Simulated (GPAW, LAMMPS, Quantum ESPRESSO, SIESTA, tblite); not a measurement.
**How far do other methods lie from plane waves? Amorphous carbon (150 atoms)**

Aim: forces, pressure of amorphous carbon (150 atoms) at one geometry, from other programs and methods, against plane-wave PBE.

Results are calculated, not measured.

### 1. The structure

The cell holds 150 atoms (150 C), with edges of 11.98, 11.98 and 11.98 Å. Recipe: 150 atoms (150 C) placed at random at 1.74 g/cm³, melted at 5500 K for 10 ps at fixed volume with the LCBOP (Los and Fasolino, Phys. Rev. B 68, 024107 (2003)). Quenched from 5500 K to 300 K at 100 K/ps and fixed volume, held 5 ps. The density is 1.74 g/cm³.

### 2. The reference input

Quantum ESPRESSO 7.5: Kohn-Sham DFT, PBE, SSSP efficiency 1.3.0 pseudopotentials, plane waves. Its input, pw.in:

```
&control
  calculation = 'scf'
  pseudo_dir = './pseudo'
  outdir = './tmp'
  disk_io = 'none'
  tprnfor = .true.
  tstress = .true.
/
&system
  ibrav = 0
  nat = 150
  ntyp = 1
  ecutwfc = 45
  ecutrho = 360
  nosym = .true.
  occupations = 'smearing'
  smearing = 'fd'
  degauss = 0.003675
/
&electrons
  conv_thr = 7.5e-07
  electron_maxstep = 100
  mixing_beta = 0.2
  mixing_mode = 'local-TF'
  diagonalization = 'david'
/
ATOMIC_SPECIES
C 12.011 C.upf
CELL_PARAMETERS angstrom
11.98460 0.00000 0.00000
0.00000 11.98460 0.00000
0.00000 0.00000 11.98460
ATOMIC_POSITIONS crystal
C 0.83603 0.42345 0.07455
C 0.61652 0.29341 0.32099
C 0.60683 0.44062 0.77632
C 0.61210 0.25661 0.54498
[... 144 atom lines left out ...]
C 0.73300 0.84089 0.23486
C 0.90106 0.84039 0.83317
K_POINTS gamma
```

```console
$ OMP_NUM_THREADS=1 mpirun -np 4 pw.x -in pw.in > output.txt
```

Elapsed: 3.4 min, on 4 MPI ranks of Arm Neoverse V2, shared host; peak memory 6.1 GiB; 14 min of CPU time.

It converged with an r.m.s. force component of 1.6 eV/Å and a pressure of -11 GPa.

### 3. What was run beside it

- GPAW 26.7.0: PAW with atomic orbitals (LCAO), plane waves or a real-space grid of spacing h.
- Quantum ESPRESSO 7.5: plane waves; labels (QE) give functional, pseudopotential set and cutoffs of waves/density.
- SIESTA 5.4.2: numerical atomic orbitals, whose automatically made sets are far from complete, with PseudoDojo norm-conserving potentials that we converted to its format (checked against plane waves on the same files for H, C, O, Si, Ge and Ca alone); labels give functional, basis size, energy shift and mesh cutoff.
- tblite 0.8.0: extended tight binding, driven from Python.

All use the same cell and atoms, and the electronic-structure runs the same k-mesh.

### 4. All runs compared

Differences are against the reference: forces as r.m.s. over components, share as that over the reference's r.m.s. force, slope as the fitted ratio of a run's forces to the reference's.

```
                                                 run  Δ force, r.m.s. (meV/Å)  share (%)  slope  Δ pressure (GPa)  cores  CPU time  memory (GiB)
                                           reference                        -          -      -                 -      4    14 min           6.1
                        GPAW PBE, LCAO dzp, h 0.16 Å                      150       9.27  1.007                 -      4    14 min           4.1
                         GPAW PBE, LCAO dzp, h 0.2 Å                      152       9.34  1.008                 -      2   7.5 min           2.1
   GPAW PBE, LCAO dzp, h 0.2 Å, other mixer settings                      152       9.39  1.008                 -      4    12 min           3.0
           GPAW PBE, LCAO szp(dzp), h 0.2 Å (coarse)                      387       23.9  1.002                 -      2   4.7 min           1.6
                              GPAW PBE, grid h 0.2 Å                     10.6      0.654  0.999                 -      4    22 min           3.7
     QE PBE+D3(BJ), sssp-1.3.0-efficiency, 45/360 Ry                     30.1       1.86  1.000             -1.14      4    13 min           6.1
   QE PBE, sssp-1.3.0-efficiency, 35/280 Ry (coarse)                     9.41       0.58  0.998             -2.34      4    10 min           4.2
SIESTA PBE, DZP, shift 0.01 Ry, mesh 100 Ry (coarse)                      221       13.6  1.014              5.07      4   4.1 min           1.4
         SIESTA PBE, DZP, shift 0.01 Ry, mesh 300 Ry                      221       13.6  1.014              5.07      4   8.3 min           2.2
 SIESTA PBE, SZ, shift 0.01 Ry, mesh 300 Ry (coarse)                      826       50.9  1.057              24.1      1   1.8 min          0.72
SIESTA PBE, SZP, shift 0.01 Ry, mesh 300 Ry (coarse)                      531       32.7  1.010              14.2      2   5.3 min           1.6
         SIESTA PBE, TZP, shift 0.01 Ry, mesh 300 Ry                      193       11.9  1.013              4.60      4    12 min           2.9
                                     tblite GFN1-xTB                      302       18.6  1.065             -5.59      1     4.3 s          0.14
                                     tblite GFN2-xTB                      283       17.4  1.046             -8.00      1      12 s          0.15
```

Rows marked coarse were listed beforehand as settings not expected to be converged; some can still land near the reference.

CPU time is summed over cores on shared hosts, so it is rough.

### 5. Findings

Forces lie from 0.58 % (QE PBE, sssp-1.3.0-efficiency, 35/280 Ry, coarse) to 51 % (SIESTA PBE, SZ, shift 0.01 Ry, mesh 300 Ry, coarse) of the reference's r.m.s. force of 1.6 eV/Å away from it. Other PBE runs on plane waves or a grid: GPAW PBE, grid h 0.2 Å 0.65 % of the r.m.s. force; the reference has errors of its own, so differences under a few per cent don't tell which side is nearer the exact PBE result. The PBE runs in local orbitals, coarse settings apart, differ by 9.3 % (GPAW PBE, LCAO dzp, h 0.16 Å) to 14 % (SIESTA PBE, DZP, shift 0.01 Ry, mesh 300 Ry); basis, grid and potentials can all enter. Tight binding differs by 17 % (tblite GFN2-xTB) to 19 % (tblite GFN1-xTB); it is another model, with fitted parameters of its own, and the xTB methods hold dispersion.

In the reference's own program, potentials and cutoffs, a change of model alone moves forces by 1.9 % (QE PBE+D3(BJ), sssp-1.3.0-efficiency, 45/360 Ry). Runs with settings chosen to be coarse differ by 0.58 % (QE PBE, sssp-1.3.0-efficiency, 35/280 Ry) to 51 % (SIESTA PBE, SZ, shift 0.01 Ry, mesh 300 Ry), their programs' other errors included. From GPAW PBE, LCAO dzp, h 0.2 Å to the finer GPAW PBE, LCAO dzp, h 0.16 Å the share goes from 9.34 to 9.27 %, so the grid isn't what parts these runs from the reference. From SIESTA PBE, DZP, shift 0.01 Ry, mesh 100 Ry to the finer SIESTA PBE, DZP, shift 0.01 Ry, mesh 300 Ry the share goes from 13.6 to 13.6 %, so the grid isn't what parts these runs from the reference. Pressures at PBE, coarse settings apart, lie +4.60 to +5.07 GPa from the reference's.

Caveats: Periodic xTB results under one method name differ between programs and library versions. The reference's pressure holds the uncorrected Pulay stress of its 45 Ry basis, so small pressure differences may be the reference's own error. The quench rate of 100 K/ps is many orders above laboratory rates, so the cell is likely richer in defects and strain than a real sample. The network of bonds at the start is that of the classical potential that made the cell, and needn't be the one that DFT or experiment would give. The reference's stress is far from hydrostatic: its diagonal is -8.9, -10.9, -12.2 GPa, compression counted positive. The electronic-structure runs sample only Γ, in a cell whose shortest periodic width is 12 Å, which is coarse for a cell with partly filled levels. Where levels are smeared, the DFT runs use Fermi–Dirac occupations at 580 K (0.05 eV), and energies are free energies. The reference's cutoffs and mesh weren't converged further here.

[Logs are printed without paths, hosts, clocks, repeated set-up lines and the standing remarks that a program may print on its own settings, such as how far it seeks lower states.]

[Hosts, paths, dates, database ids (printed as entryN), source tags and the programs' standing remarks are cut or masked in the printed files.]

[Cells were taken only where this reference lay near another plane-wave run.]
